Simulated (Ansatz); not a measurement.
## W2CS2 MXene monolayer in a perpendicular field

What dipole does a perpendicular field induce in the W2CS2 MXene monolayer? A positive field points along +c.

Main program and level: Ansatz 0.2.0; plane-wave DFT, PBE-D3(BJ), Ansatz PAW.

**1. Starting point**

The cell holds 5 atoms: 2 S, 2 W and 1 C. Its edges and angles: a = 3.125 Å, b = 3.125 Å, c = 42.950 Å, α = 90.0°, β = 90.0°, γ = 120.0°. Vacuum lies along c.

Coordinates:

```cif
data_structure
_symmetry_space_group_name_H-M 'P 1'
_symmetry_Int_Tables_number 1
_cell_length_a 3.1254
_cell_length_b 3.1254
_cell_length_c 42.9501
_cell_angle_alpha 90.000
_cell_angle_beta 90.000
_cell_angle_gamma 120.000
_cell_volume 363.34
loop_
_atom_site_label
_atom_site_type_symbol
_atom_site_fract_x
_atom_site_fract_y
_atom_site_fract_z
_atom_site_occupancy
S1 S 0.33333 0.66667 0.43073 1
W2 W 0.66667 0.33333 0.47129 1
C3 C 0.00000 0.00000 0.50000 1
W4 W 0.33333 0.66667 0.52871 1
S5 S 0.66667 0.33333 0.56927 1
```

**2. Relaxing the slab**

The starting cell is a guess, so the in-plane lattice and the atoms are relaxed first, with the slab cut off from its images along the normal.

input.yaml reads:

```yaml
crystal:
  lattice:
    - [3.125408, 0.0, 0.0]
    - [-1.562704, 2.7066827252, 0.0]
    - [0.0, 0.0, 42.9500848997]
  atoms:
    - { symbol: S, position: [0.3333333333, 0.6666666667, 0.4307325595] }
    - { symbol: W, position: [0.6666666667, 0.3333333333, 0.4712875368] }
    - { symbol: C, position: [0.0, 0.0, 0.5] }
    - { symbol: W, position: [0.3333333333, 0.6666666667, 0.5287124632] }
    - { symbol: S, position: [0.6666666667, 0.3333333333, 0.5692674405] }
  periodic: [true, true, false]
kpoints:
  mp_grid: { grid: [12, 12, 1] }
hamiltonian:
  xc: pbe
  dispersion: d3bj
scf:
  occupations: { method: fermi_dirac, width: 0.05 }
  convergence: { dr2_threshold: 1.0e-09 }
relax:
  f_tol: 0.004
  max_steps: 90
  cell: {}
output:
  write_potential: true
  write_density: true
  volumetric_format: npy
```

Started as:

```sh
$ ansatz run input.yaml --threads 2 --pin off --max-ram 3072MiB --backend cpu --events-out ev --progress --plain --runs-dir out
```

Numbers of over 12 decimals in the logs are rounded to 6 here.

Output:

```text
Warning: relax.cell: scf.convergence.dr2_threshold = 1e-9 eV is looser than the 1.96536856803e-10 eV advised for a relaxation that steers and ends on the stress (1e-10 eV for each atom of the cell: 5, times the square of relax.cell.stress_2d_tol = 0.05 N/m over 16.0 Å (the atoms' height at the walk's start and 5 Å past either face), 3.135e-2 GPa, over a crystal's default 0.05). What an SCF threshold leaves in a stress goes as its square root, and in the free energy as the threshold itself, and one threshold admits the most on a small cell: [figures from the program's tests cut] Set scf.convergence.dr2_threshold to 1.96536856803e-10 eV or tighter. [rest of the remark cut]
Engine: ansatz 0.2.0, aarch64-unknown-linux-gnu
Pseudopotentials: kind: paw
Pseudopotential: S, paw, valence charge 6, recommended cutoff 420 eV (normal), S.paw.azcp
Pseudopotential: W, paw, valence charge 14, recommended cutoff 420 eV (normal), W.paw.azcp
Pseudopotential: C, paw, valence charge 4, recommended cutoff 420 eV (normal), C.paw.azcp
Functional definition: PBE
  parameter kappa = 0.804
  parameter beta = 0.066725
  exchange = pbe_x(kappa = kappa, mu = beta*pi^2/3)
  correlation = pbe_c(beta = beta)
Crystal: 5 atoms, lattice volume = 363.336 Å³
Basis set: ecut = 420 eV, 7067 PW (Γ), exchange–correlation on 48×48×576 points (8 copies of the dense FFT grid, shifted against one another)
Bands: 27, of which v1, the nominal top of the filled ones, is band 22 counted from 1 (21 counted from 0)
Symmetry: 12 space group operations
Space group: P-3m1 (ITA 164), of the structure as read, at distance tolerance 7.1e-5 Å
k-points: 19 of 144
Non-local potential: S, projectors of the file, l = 0: 2, l = 1: 2, l = 2: 2
Non-local potential: W, projectors of the file, l = 0: 3, l = 1: 2, l = 2: 2, l = 3: 1
Non-local potential: C, projectors of the file, l = 0: 2, l = 1: 2, l = 2: 1
PAW form: soft (Blöchl's): semilocal exchange-correlation on the pseudo side does not see the compensation charge
PAW one-centre angular grid: S, 110 points (default); XC on 64 Gauss nodes
PAW one-centre angular grid: W, 590 points (default); XC on 64 Gauss nodes
PAW one-centre angular grid: C, 110 points (default); XC on 64 Gauss nodes
Initial density: superposition of atomic densities (neutral atoms: chi_scale 0, normalization atom), corrected by the library's trained network
Initial wavefunctions: pseudopotential atomic-orbital guess
Functional: x = pbe(κ = 0.804, μ = 0.219515), c = pbe(β = 0.066725)
SCF iter   1: F=—  HF=-22827.415285 eV  |F-HF|=—  |Δ(HF+E_count)|=         —  Δρ=3.09e-3  dr2=1.22e-1  ethr=1.77e-3  ⟨swp⟩=16.0  Hψ=4217  notcnv=0
preconditioner: auto → LDOS  [metal: Δε(μ)=0.094 eV  Ē_g=7.710 eV  σ=0.050 eV  W_gap=0.38  n_scr=26 (ndim 8)  ℏωp=10.3 eV  f_vac=0.772  D(μ)=3.06/eV (n_scr^D=16)  β→1.0]
SCF iter   2: F=—  HF=-22827.411130 eV  |F-HF|=—  |Δ(HF+E_count)|=   4.15e-3  Δρ=1.71e-3  dr2=2.83e-2  ethr=2.76e-4  ⟨swp⟩=4.4  Hψ=1360  notcnv=0  defer=1
SCF iter   3: F=—  HF=-22827.408435 eV  |F-HF|=—  |Δ(HF+E_count)|=   2.69e-3  Δρ=2.20e-4  dr2=5.22e-4  ethr=6.43e-5  ⟨swp⟩=3.6  Hψ=1147  notcnv=0  defer=1
SCF iter   4: F=—  HF=-22827.408502 eV  |F-HF|=—  |Δ(HF+E_count)|=   6.62e-5  Δρ=5.70e-5  dr2=1.61e-5  ethr=1.19e-6  ⟨swp⟩=3.9  Hψ=1336  notcnv=0  defer=1
SCF iter   5: F=—  HF=-22827.408554 eV  |F-HF|=—  |Δ(HF+E_count)|=   5.22e-5  Δρ=1.77e-5  dr2=1.42e-6  ethr=3.67e-8  ⟨swp⟩=3.5  Hψ=1225  notcnv=0  defer=1
SCF iter   6: F=—  HF=-22827.408544 eV  |F-HF|=—  |Δ(HF+E_count)|=   1.02e-5  Δρ=5.17e-6  dr2=9.36e-8  ethr=3.22e-9  ⟨swp⟩=3.8  Hψ=1294  notcnv=0  defer=1
SCF iter   7: F=—  HF=-22827.408544 eV  |F-HF|=—  |Δ(HF+E_count)|=   4.94e-7  Δρ=1.42e-6  dr2=1.04e-8  ethr=2.13e-10  ⟨swp⟩=3.3  Hψ=1155  notcnv=0  defer=1
SCF iter   8: F=-22827.408544 eV  HF=-22827.408544 eV  |F-HF|=1.58e-8  |Δ(HF+E_count)|=   2.48e-8  Δρ=3.75e-7  dr2=2.74e-10  ethr=2.27e-12  ⟨swp⟩=12.2  Hψ=5627  notcnv=0
SCF 1 converged in 8 iterations: F = -22827.408544 eV  dr2 = 2.74e-10
  greatest PAW one-centre occupation: 1.000 electrons in one spin orbital (limit 2), on the W atom at site 3 (counted from 0), in its partial waves of l = 0
relax step   1: F+E_penalty+E_count = -22827.40854407 eV  Δ(F+E_penalty+E_count) = +0.000e0 eV  max|allowed force component| = 1.325e0 eV/Å  Δτ_max = 0.0000 Å  P = -2.886 N/m  Ω = 363.336 Å³  fix = [c, alpha, beta]  reactions: c -0.000 N/m  (8 SCF iters, accepted)
Crystal: 5 atoms, lattice volume = 368.558 Å³
Basis set: ecut = 420 eV, 7127 PW (Γ), exchange–correlation on 48×48×576 points (8 copies of the dense FFT grid, shifted against one another)
Initial density: handed on by an earlier stage of this run
Initial wavefunctions: those handed on with the density
iter 1 solved again at ethr=4.23e-4 eV; its pass at ethr=3.10e-3 eV (dr2=1.86e-1 eV) is discarded
SCF iter   1: F=—  HF=-22827.746742 eV  |F-HF|=—  |Δ(HF+E_count)|=         —  Δρ=6.06e-3  dr2=1.92e-1  ethr=4.23e-4  ⟨swp⟩=2.6  Hψ=5268  notcnv=0
preconditioner: auto → LDOS  [metal: Δε(μ)=0.079 eV  Ē_g=7.997 eV  σ=0.050 eV  W_gap=0.37  n_scr=26 (ndim 8)  ℏωp=10.2 eV  f_vac=0.784  D(μ)=1.39/eV (n_scr^D=10)  β→1.0]
SCF iter   2: F=—  HF=-22827.750592 eV  |F-HF|=—  |Δ(HF+E_count)|=   3.85e-3  Δρ=3.23e-3  dr2=2.32e-1  ethr=4.23e-4  ⟨swp⟩=4.0  Hψ=1089  notcnv=0
SCF iter   3: F=—  HF=-22827.723421 eV  |F-HF|=—  |Δ(HF+E_count)|=   2.72e-2  Δρ=6.89e-4  dr2=4.11e-3  ethr=4.23e-4  ⟨swp⟩=3.8  Hψ=1128  notcnv=0
SCF iter   4: F=—  HF=-22827.723565 eV  |F-HF|=—  |Δ(HF+E_count)|=   1.44e-4  Δρ=1.96e-4  dr2=2.44e-4  ethr=9.33e-6  ⟨swp⟩=3.3  Hψ=1073  notcnv=0
SCF iter   5: F=—  HF=-22827.723553 eV  |F-HF|=—  |Δ(HF+E_count)|=   1.23e-5  Δρ=6.44e-5  dr2=2.11e-5  ethr=5.55e-7  ⟨swp⟩=3.5  Hψ=1278  notcnv=0
SCF iter   6: F=—  HF=-22827.723540 eV  |F-HF|=—  |Δ(HF+E_count)|=   1.25e-5  Δρ=1.58e-5  dr2=8.06e-7  ethr=4.80e-8  ⟨swp⟩=3.3  Hψ=1091  notcnv=0
SCF iter   7: F=—  HF=-22827.723527 eV  |F-HF|=—  |Δ(HF+E_count)|=   1.28e-5  Δρ=4.63e-6  dr2=7.86e-8  ethr=1.83e-9  ⟨swp⟩=3.2  Hψ=1201  notcnv=0
SCF iter   8: F=—  HF=-22827.723528 eV  |F-HF|=—  |Δ(HF+E_count)|=   1.01e-7  Δρ=1.51e-6  dr2=3.48e-9  ethr=1.79e-10  ⟨swp⟩=3.7  Hψ=1176  notcnv=0
SCF iter   9: F=—  HF=-22827.723528 eV  |F-HF|=—  |Δ(HF+E_count)|=   3.03e-8  Δρ=5.04e-7  dr2=1.19e-9  ethr=2.27e-12  ⟨swp⟩=15.4  Hψ=5382  notcnv=0
SCF iter  10: F=-22827.723528 eV  HF=-22827.723528 eV  |F-HF|=2.29e-10  |Δ(HF+E_count)|=   8.33e-9  Δρ=1.28e-7  dr2=6.06e-11  ethr=2.27e-12  ⟨swp⟩=12.9  Hψ=4527  notcnv=0
SCF 2 converged in 10 iterations: F = -22827.723528 eV  dr2 = 6.06e-11
[...]
SCF iter   7: F=—  HF=-22827.733129 eV  |F-HF|=—  |Δ(HF+E_count)|=   1.34e-5  Δρ=3.88e-6  dr2=5.62e-8  ethr=5.81e-9  ⟨swp⟩=3.6  Hψ=1206  notcnv=0
SCF iter   8: F=—  HF=-22827.733130 eV  |F-HF|=—  |Δ(HF+E_count)|=   4.74e-7  Δρ=1.18e-6  dr2=5.26e-9  ethr=1.28e-10  ⟨swp⟩=4.0  Hψ=1394  notcnv=0
SCF iter   9: F=-22827.733130 eV  HF=-22827.733130 eV  |F-HF|=1.80e-8  |Δ(HF+E_count)|=   5.91e-8  Δρ=1.92e-7  dr2=7.97e-11  ethr=2.27e-12  ⟨swp⟩=15.5  Hψ=5301  notcnv=0
SCF 3 converged in 9 iterations: F = -22827.733130 eV  dr2 = 7.97e-11
relax step   3: F+E_penalty+E_count = -22827.73313001 eV  Δ(F+E_penalty+E_count) = -9.602e-3 eV  max|allowed force component| = 1.406e0 eV/Å  Δτ_max = 0.1932 Å  P = +7.529 N/m  Ω = 390.505 Å³  energy of the carried Pulay correction = -3.760e-3 eV  fix = [c, alpha, beta]  reactions: c +0.000 N/m  (9 SCF iters, accepted)
[...]
relax step   4: F+E_penalty+E_count = -22827.90268926 eV  Δ(F+E_penalty+E_count) = -1.696e-1 eV  max|allowed force component| = 5.493e-2 eV/Å  Δτ_max = 0.1049 Å  P = +0.187 N/m  Ω = 390.020 Å³  energy of the carried Pulay correction = -3.695e-3 eV  fix = [c, alpha, beta]  reactions: c +0.000 N/m  (10 SCF iters, accepted)
[...]
relax step   5: F+E_penalty+E_count = -22827.90279177 eV  Δ(F+E_penalty+E_count) = -1.025e-4 eV  max|allowed force component| = 4.349e-3 eV/Å  Δτ_max = 0.0014 Å  P = +0.026 N/m  Ω = 390.391 Å³  energy of the carried Pulay correction = -3.745e-3 eV  fix = [c, alpha, beta]  reactions: c +0.000 N/m  (5 SCF iters, accepted)
[...]
relax step   6: F+E_penalty+E_count = -22827.90279133 eV  Δ(F+E_penalty+E_count) = +4.412e-7 eV  max|allowed force component| = 1.088e-4 eV/Å  Δτ_max = 0.0003 Å  P = +0.001 N/m  Ω = 390.407 Å³  energy of the carried Pulay correction = -3.747e-3 eV  fix = [c, alpha, beta]  reactions: c +0.000 N/m  (5 SCF iters, accepted)
[...]
relax step   7: F+E_penalty+E_count = -22827.90800994 eV  Δ(F+E_penalty+E_count) = -5.219e-3 eV  max|allowed force component| = 5.280e-4 eV/Å  Δτ_max = 0.0000 Å  P = +0.070 N/m  Ω = 390.407 Å³  fix = [c, alpha, beta]  reactions: c +0.000 N/m  stress off target by 6.97e-2 N/m on what of the cell is left free  SCF on the basis re-selected at this cell (its energy is not comparable with the rows above)  (5 SCF iters)
[...]
relax step   8: F+E_penalty+E_count = -22827.90799140 eV  Δ(F+E_penalty+E_count) = +1.854e-5 eV  max|allowed force component| = 2.225e-3 eV/Å  Δτ_max = 0.0008 Å  P = +0.002 N/m  Ω = 390.633 Å³  energy of the carried Pulay correction = -3.106e-5 eV  fix = [c, alpha, beta]  reactions: c +0.000 N/m  (5 SCF iters, accepted)
iter 1 solved again at ethr=2.95e-7 eV; its pass at ethr=3.10e-3 eV (dr2=1.30e-4 eV) is discarded
SCF iter   1: F=—  HF=-22827.907958 eV  |F-HF|=—  |Δ(HF+E_count)|=         —  Δρ=4.31e-6  dr2=3.96e-9  ethr=2.95e-7  ⟨swp⟩=6.7  Hψ=6935  notcnv=0
eigensolver tolerance schedule: the retry pair's looser diagonalisation over-reported the residual by 32702.58 of it (diagonalisation noise at an unbounded share of the residual, at the tolerance the schedule requests for it); recorded, not acted on — ethr = c·dr2/N_el stays at c = 1.0e-1
preconditioner: auto → LDOS  [insulator: Δε(μ)=0.217 eV  Ē_g=7.904 eV  σ=0.050 eV  W_gap=0.72  n_scr=24 (ndim 8)  ℏωp=9.9 eV  f_vac=0.787  D(μ)=1.59/eV (n_scr^D=10)  ε∞_Penn≈2.6  β→1.0]
SCF iter   2: F=—  HF=-22827.908016 eV  |F-HF|=—  |Δ(HF+E_count)|=   5.81e-5  Δρ=1.19e-6  dr2=6.40e-9  ethr=9.01e-12  ⟨swp⟩=8.6  Hψ=2931  notcnv=0
SCF iter   3: F=-22827.908016 eV  HF=-22827.908016 eV  |F-HF|=4.44e-10  |Δ(HF+E_count)|=   2.21e-9  Δρ=4.02e-7  dr2=4.72e-10  ethr=2.27e-12  ⟨swp⟩=18.1  Hψ=6256  notcnv=0
SCF 9 converged in 3 iterations: F = -22827.908016 eV  dr2 = 4.72e-10
relax step   9: F+E_penalty+E_count = -22827.90801578 eV  Δ(F+E_penalty+E_count) = -2.438e-5 eV  max|allowed force component| = 2.221e-3 eV/Å  Δτ_max = 0.0000 Å  P = +0.002 N/m  Ω = 390.633 Å³  fix = [c, alpha, beta]  reactions: c +0.000 N/m  stress off target by 1.94e-3 N/m on what of the cell is left free  SCF on the basis re-selected at this cell (its energy is not comparable with the rows above)  (3 SCF iters)
basis re-selected at this cell: Δ(F+E_penalty+E_count) = -2.438e-5 eV, ΔP = +0.000 N/m vs the last step (what re-selecting the basis moved, of the pressure what is left beyond the Pulay correction that the steps carried, after the strain that the cell walked since its last selection, with what the two solves' SCF thresholds leave and, on support functions, any second-order correction that the steps lacked; it is no m [...]
WARN: The output density's exchange-correlation potential varies sharply where the density is thin. Do not read a vacuum level from v_tot or v_xc, or from such a field of the output density. On a cell that repeats whose density bears no net charge and no dipole along the vacuum's axis use v_es (v_loc + v_h of the components); under efield.dipole_correction with no amplitude use v_es + v_field, which holds any externa [...]
SCF converged after 3 iterations
Free energy (F): -22827.908016 eV
Harris-Foulkes:  -22827.908016 eV  (|F-HF|=4.44e-10)
Internal energy: -22827.894194 eV  (E = F + TS)
E sigma→0 (E₀):  -22827.901105 eV
Entropy (-TS):   -0.013822 eV (-2.764 meV/atom)
Fermi energy:    -5.001007 eV
--- Per-component energies (eV) ---
  E_band       = -1172.015402
  E_kinetic    = 1207.775645
  E_local      = -170616.131829  (includes V_loc(G=0)·N_el)
  E_nonlocal   = 83.962725
  E_hartree    = 84566.535574
  E_xc         = -777.884865
  E_vxc        = -714.326438  (∫ρ·V_xc dr)
  E_paw        = -18424.483898  (= ΣΔE_a)
  E_vpaw       = -266.371102  (= ΣTr[D̂ρ^β])
  E_aug_tail   = -0.000121  (compensation charges beyond the density's cutoff)
  E_ewald      = 81134.068907
  E_disp       = -1.736332  (pairwise vdW)
  E_smearing   = -0.013822  (= −TS)
  E_closure    = 0.000000  (closes the sum)
  Σ components = -22827.908016   (vs F -22827.908016, Δ=0.00e0)
--- Forces (eV/Å), atoms counted from 1 ---
  atom   1  S      0.00000000    -0.00000000    -0.00051359
  atom   2  W     -0.00000000     0.00000000     0.00222062
  atom   3  C      0.00000000    -0.00000000     0.00000000
  atom   4  W      0.00000000    -0.00000000    -0.00222062
  atom   5  S     -0.00000000     0.00000000     0.00051359
  max |Σ_I F_I| component: 1.85e-17 eV/Å
--- 2D stress c σ (N/m, compression-positive) ---
        0.001942       0.000000      -0.000000
        0.000000       0.001942      -0.000000
       -0.000000      -0.000000       0.000000
  P = ½ c Tr σ = 0.0019 N/m
--- Band table (eV; the first three rows and the last of 19) ---
  k-point 0: bands = [... 18 lower, -7.5711, -7.5711, -6.1578, -5.6901, -5.6901, -4.3427, -4.3427, -3.9176, ... 1 higher]
  k-point 1: bands = [... 18 lower, -7.7997, -7.4193, -6.6029, -5.6432, -5.4534, -4.3149, -4.1500, -3.5099, ... 1 higher]
  k-point 2: bands = [... 18 lower, -7.7884, -7.5436, -7.2556, -5.6851, -5.1783, -4.1568, -3.5747, -3.5643, ... 1 higher]
  k-point 18: bands = [... 18 lower, -9.2837, -9.2837, -5.7811, -5.7811, -5.5362, -3.3908, -3.3908, -2.6844, ... 1 higher]
  the weakly bound empty levels are not read free of the cell's end (no_gap_told)
--- Relaxed structure (7 steps of the walk, 7 accepted, 2 SCFs on fresh bases) ---
  F+E_penalty+E_count = -22827.90801578 eV   max|allowed force component| = 2.221e-3 eV/Å   (the final SCF, on the basis selected at the relaxed cell)
  cell:  # Å, volume = 390.6328 Å³
    - [3.240687, 0.0, 0]
    - [-1.620343, 2.806517, 0]
    - [0, 0, 42.9500848997]
  atoms:
    - { symbol: S, position: [0.333333, 0.666667, 0.437329] }
    - { symbol: W, position: [0.666667, 0.333333, 0.475082] }
    - { symbol: C, position: [0, 0, 0.5] }
    - { symbol: W, position: [0.333333, 0.666667, 0.524918] }
    - { symbol: S, position: [0.666667, 0.333333, 0.562671] }
```

Elapsed: 55 s, on 2 threads of Arm Neoverse V2, shared host; peak memory 0.67 GiB.

The steps of the relaxation:

| step | energy less that of the first step (eV) | largest force component (eV/Å) | volume (Å³) |
| --- | --- | --- | --- |
| 1 | 0.0000 | 1.3247 | 363.34 |
| 2 | -0.3150 | 1.4645 | 368.56 |
| 3 | -0.3246 | 1.4061 | 390.51 |
| 4 | -0.4941 | 0.0549 | 390.02 |
| 5 | -0.4942 | 0.0043 | 390.39 |
| 6 | -0.4942 | 0.0001 | 390.41 |
| 7* | -0.4995 | 0.0005 | 390.41 |
| 8 | -0.4994 | 0.0022 | 390.63 |
| 9* | -0.4995 | 0.0022 | 390.63 |

Relaxation steps marked * repeat the geometry before them on a plane-wave basis chosen anew for their cell, so energy and pressure can jump there.

The run keeps the 12 symmetry operations that it works with, so distortions that break them were not tested.

| cell as run | before | after | change |
| --- | --- | --- | --- |
| a (Å) | 3.125 | 3.241 | +3.7 % |
| b (Å) | 3.125 | 3.241 | +3.7 % |

The atoms that moved most (Å, along periodic axes as changes of fractional coordinates times the final cell, across vacuum about the mean position):

```csv
atom,dx,dy,dz,length
S1,0.000,0.000,0.283,0.283
S5,0.000,0.000,-0.283,0.283
W4,0.000,0.000,-0.163,0.163
W2,0.000,0.000,0.163,0.163
```

The relaxed structure:

```cif
data_structure
_symmetry_space_group_name_H-M 'P 1'
_symmetry_Int_Tables_number 1
_cell_length_a 3.2407
_cell_length_b 3.2407
_cell_length_c 42.9501
_cell_angle_alpha 90.000
_cell_angle_beta 90.000
_cell_angle_gamma 120.000
_cell_volume 390.63
loop_
_atom_site_label
_atom_site_type_symbol
_atom_site_fract_x
_atom_site_fract_y
_atom_site_fract_z
_atom_site_occupancy
S1 S 0.33333 0.66667 0.43733 1
W2 W 0.66667 0.33333 0.47508 1
C3 C 0.00000 0.00000 0.50000 1
W4 W 0.33333 0.66667 0.52492 1
S5 S 0.66667 0.33333 0.56267 1
```

This step gave:

| Property | Result |
| --- | --- |
| energy at zero smearing | -22827.9011 eV |

The lattice constant a goes from 3.125 to 3.241 Å.

(Continued in part 2 of 2.)

[Logs are printed without paths, hosts, clocks, repeated set-up lines and the standing remarks that a program may print on its own settings, such as how far it seeks lower states.]

[Hosts, paths, dates, database ids (printed as entryN), source tags and the programs' standing remarks are cut or masked in the printed files.]

[Maps of the electrostatic potential energy from Ansatz leave out the sawtooth potential of an applied field or a dipole correction, so their vacuum need not be flat; planar profiles and work functions include it.]
